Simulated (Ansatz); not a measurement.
# RbSbS3 (model cell, started as cubic perovskite with Sb in the octahedra): a soft mode frozen in, part 3 of 3

Which phase does RbSbS3 (model cell, started as cubic perovskite with Sb in the octahedra) fall into along its unstable mode, and how much energy does it gain?

Ansatz 0.2.0; DFT PBEsol, scalar-relativistic, plane waves, PAW; PAW set soft_1.

So far. Step 5 (Energy along the mode, all amplitudes (two of the runs …): The lowest of the steps tried is at 0.45 Å, 11.4 meV/atom below the parent; the bottom of the well need not coincide with a step. Step 7 (The new phase in its own primitive cell): The largest force component left is 0.87 meV/Å and the pressure is 0.000 GPa, within the tolerances set. The cell now holds 25.78 Å³/atom. The relaxed cell has a, b, c = 7.116, 4.884, 7.418 Å (conventional setting).

The structure was built from a prototype and need not be the compound's stable phase.

## 8. Modes of the new phase, k-mesh 6×8×6

A relaxed structure may still be a saddle point, so its zone-centre modes are computed. No field response is asked, since the mesh shows no gap.

input.yaml

```yaml
crystal:
  lattice:
    - [7.1164390647, 0.0, 0.0]
    - [0.0, 4.8841597798, 0.0]
    - [0.0, 0.0, 7.4175930687]
  atoms:
    - { symbol: Rb, position: [0.25, 0.0, 0.2258869984] }
    - { symbol: Rb, position: [0.75, 0.0, 0.7741130016] }
    - { symbol: Sb, position: [0.25, 0.5, 0.7573117083] }
    - { symbol: Sb, position: [0.75, 0.5, 0.2426882917] }
    - { symbol: S, position: [0.0, 0.5, 0.5] }
    - { symbol: S, position: [0.5, 0.5, 0.0] }
    - { symbol: S, position: [0.5, 0.5, 0.5] }
    - { symbol: S, position: [0.0, 0.5, 0.0] }
    - { symbol: S, position: [0.25, 0.0, 0.6625010902] }
    - { symbol: S, position: [0.75, 0.0, 0.3374989098] }
kpoints:
  mp_grid: { grid: [6, 8, 6] }
hamiltonian:
  xc: pbesol
  pseudopotentials: { kind: paw, azcp: { folder: soft_1 }, xc_functional: pbe }
scf:
  occupations: { method: methfessel_paxton, width: 0.2 }
output:
  eigenvalues: true
phonons:
  method: dfpt
```

Run with:

```bash
$ ansatz run input.yaml --threads 8 --pin off --max-ram 16384MiB --backend cpu --events-out ev --progress --plain --runs-dir out
```

Numbers of over 12 decimals in the logs are rounded to 6 here.

Output:

```text
zone centre: on kpoints.mp_grid the ground state, and the responses unless they are solved on pairs of k-points, stand on 100 of the mesh's 288 k-points, reduced under 2 symmetry operations, with k and −k counted as one. Each operation leaves every solved displacement unchanged or reverses it
[...]
Crystal: 10 atoms, lattice volume = 257.819 Å³
Basis set: ecut = 420 eV, 5023 PW (Γ), exchange–correlation on 96×72×100 points (8 copies of the dense FFT grid, shifted against one another)
Bands: 52, of which v1, the nominal top of the filled ones, is band 42 counted from 1 (41 counted from 0)
Symmetry: 8 space group operations
k-points: 100 of 288 (irreducible under 2 space group operations, time reversal used)
[...]
SCF iter   1: F=—  HF=-24566.013226 eV  |F-HF|=—  |Δ(HF+E_count)|=         —  Δρ=3.31e-2  dr2=7.72e0  ethr=3.10e-3  ⟨swp⟩=11.3  Hψ=26780  notcnv=0
[...]
SCF iter  16: F=-24562.895354 eV  HF=-24562.895354 eV  |F-HF|=7.28e-12  |Δ(HF+E_count)|=  3.64e-12  S|Δr|=    0.00e0  Δρ=1.76e-8  dr2=1.13e-12  ethr=1.00e-12  ⟨swp⟩=19.3  Hψ=35193  notcnv=0
SCF 1 converged in 16 iterations: F = -24562.895354 eV  dr2 = 1.13e-12
[...]
DFPT response loops at Γ: preconditioner auto → Kerker (q_TF=auto, 2.263 Å⁻¹) (partly filled bands, converged f_vac=0.010); β = 1.00, the filter's whole step (`scf.mixing.beta` (0.50) is not read by the response loops under this deck's `scf.mixing.preconditioner`; to damp them name `kerker` or `kerker_dos`, under which they read `scf.mixing.beta`, and type it under 1.00, their step now; both keys bind the ground state too); Broyden in place of MSR1
SCF converged after 16 iterations
[...]
Free energy (F): -24562.895354 eV
[...]
Internal energy: -24562.895992 eV  (E = F + TS)
E sigma→0 (E₀):  -24562.895513 eV
Entropy (-TS):   0.000638 eV (0.064 meV/atom)
Fermi energy:    5.704446 eV
[...]
--- Band table (eV; the first three rows and the last of 100) ---
  k-point 0: bands = [... 38 lower, 4.8556, 5.0276, 5.3540, 5.4226, 5.9113, 7.1478, 7.4130, 7.7060, ... 6 higher]
  k-point 1: bands = [... 38 lower, 4.8136, 5.0410, 5.2932, 5.4208, 5.8152, 6.4270, 7.9007, 8.4974, ... 6 higher]
  k-point 2: bands = [... 38 lower, 4.7112, 5.0726, 5.1458, 5.4411, 5.6698, 5.6886, 8.9653, 9.5019, ... 6 higher]
  k-point 99: bands = [... 38 lower, 4.6417, 4.6417, 5.8218, 5.8218, 6.7640, 6.7640, 8.2194, 8.2194, ... 6 higher]
--- Phonons (Γ-DFPT): 15 representative perturbations + reference, on 100 of 288 k-points (Σ response iterations 45) ---
  k mesh reduced under 2 symmetry operations, with k and −k counted as one. Each operation leaves every solved displacement unchanged or reverses it
  ASR residual: 3.986e-5 → 0.000e0 eV/Å²; symmetrization residual: 8.704e-6 eV/Å²
  ASR residual per site (eV/Å²): 2.29e-5 2.29e-5 3.99e-5 3.99e-5 1.57e-5 1.67e-5 1.57e-5 1.67e-5 1.41e-5 1.41e-5
  Γ frequencies (cm⁻¹): -97.16 -66.13 -62.06 -60.11 -51.26 -32.01 0.00 0.00 0.00 29.88 36.03 47.14 52.63 62.82 64.32 70.93 77.68 80.93 92.95 95.79 99.09 147.62 148.08 155.43 168.31 173.71 226.52 238.07 242.06 266.72
  non-analytic LO–TO correction: not included (Born effective charges unavailable; polar crystals: no LO–TO splitting at Γ)
```

It took 4.2 min on 8 threads of Arm Neoverse V2, shared host; peak memory 4.1 GiB; 32 min of CPU time.

Numbers from this step:

```
sum-rule residual before enforcement                    : 3.99e-5 eV/Å²
point group                                             : mmm
highest optical mode at the zone centre (no LO-TO term) : 266.7 cm⁻¹
lowest optical zone-centre mode                         : -97.16 cm⁻¹
```

Patterns of degenerate modes are one choice out of their space. Modes at Γ, with each element's share of the kinetic energy (negative means imaginary):

```
mode  frequency (cm⁻¹)  symmetry  Rb %  Sb %  S %
   1             -97.2       B3u     0     1   99
   2             -66.1       B2g     1     1   98
   3             -62.1       B3u     5    50   45
   4             -60.1       B2u     1    22   76
   5             -51.3       B1u     3    34   63
   6             -32.0        Au     0     0  100
   7               0.0  acoustic    28    40   32
   8               0.0  acoustic    28    40   32
   9               0.0  acoustic    28    40   32
  10              29.9       B2u    29    22   50
  11              36.0       B3u     7     0   93
  12              47.1       B3g     5    78   17
  13              52.6       B1u    13     8   80
  14              62.8       B3g    95     4    1
  15              64.3       B2g    97     2    1
  16              70.9        Ag    91     2    6
  17              77.7       B3u    54     4   42
  18              80.9        Au     0     0  100
  19              93.0       B1u    50     7   43
  20              95.8       B2u    42     0   58
  21              99.1       B3u     6     4   90
  22             147.6        Ag     7    69   24
  23             148.1       B1u     5    10   86
  24             155.4       B2g     2    97    1
  25             168.3       B1u     2     1   97
  26             173.7        Ag     2    29   70
  27             226.5       B3u     0     2   98
  28             238.1       B3g     0    18   82
  29             242.1       B2u     0    15   85
  30             266.7       B1u     0     1   99
```

Displacements in mode 1 (-97.2 cm⁻¹), the largest set to 1:
```
Rb1 -0.04  0.00  0.00
Rb2 -0.04  0.00  0.00
Sb3 -0.05  0.00  0.00
Sb4 -0.05  0.00  0.00
S5  -0.49  0.00 -0.27
S6  -0.20  0.00  0.03
S7  -0.49  0.00  0.27
S8  -0.20  0.00 -0.03
S9   1.00  0.00  0.00
S10  1.00  0.00  0.00
```

Displacements in mode 20 (95.8 cm⁻¹), the largest set to 1:
```
Rb1  0.00 -0.54  0.00
Rb2  0.00 -0.54  0.00
Sb3  0.00  0.03  0.00
Sb4  0.00  0.03  0.00
S5   0.00  0.14  0.00
S6   0.00  1.00  0.00
S7   0.00  0.14  0.00
S8   0.00  1.00  0.00
S9   0.00  0.16  0.00
S10  0.00  0.16  0.00
```

Before it was imposed, the acoustic sum rule was missed by 4.0e-5 eV/Å². Small misses are needed for a sound result but don't prove that mesh and cutoff are converged. The lowest optical mode is imaginary, 97.2i cm⁻¹, so the energy falls along it.

## 9. Outcome

| Quantity | Value |
| --- | --- |
| unstable mode of the parent | q = (0, -0.5, -0.5), 120i cm⁻¹ |
| depth at the lowest point sampled | 11.4 meV/atom |
| largest atomic shift at that point | 0.45 Å |
| space group reached (within 0.01 Å) | Pmma |
| energy gained over the parent (first relaxation, on the mesh of the frozen mode) | 25.1 meV/atom |
| volume per atom, phase reached | 25.8 Å³ |
| lowest optical zone-centre mode, phase reached | -97.2 cm⁻¹ |
| highest optical mode at the zone centre (no LO-TO term), phase reached | 267 cm⁻¹ |

What this shows: Along this mode the structure falls into Pmma, 25.1 meV/atom below the parent. At the parent's cell the well is 11.39 meV/atom deep on the steps tried, with its lowest point at a shift of 0.45 Å. Relaxing atoms and cell changes the gain by +13.70 meV/atom against the lowest step (energies at zero smearing). The new phase still has an imaginary mode at the zone centre of its cell, so it is a saddle point on the way to a lower structure. Of the 4 patterns followed to their end from this parent, this one ends 12.3 meV/atom above the lowest, P4_2/mmc. Each path keeps the symmetry of its pattern, so a lower phase may lie along a pattern not tried. With no gap, or one that is small against the smearing, the frequencies hang on the k mesh and the smearing, most of all near Kohn anomalies. A semilocal functional can close a gap that the real compound would have, so the metallic treatment may be an artefact of the level. Spin-orbit coupling is left out, which can matter for the heavy elements here. The PAW files were made for PBE and serve the other functionals too. A phonon run warned that its eigensolver left some bands unconverged in a pass. The starting cell was built on a prototype and not taken from a measurement, so the phase need not exist.

[Logs are printed without paths, hosts, clocks, repeated set-up lines and the standing remarks that a program may print on its own settings, such as how far it seeks lower states.]

[Hosts, paths, dates, database ids (printed as entryN), source tags and the programs' standing remarks are cut or masked in the printed files.]
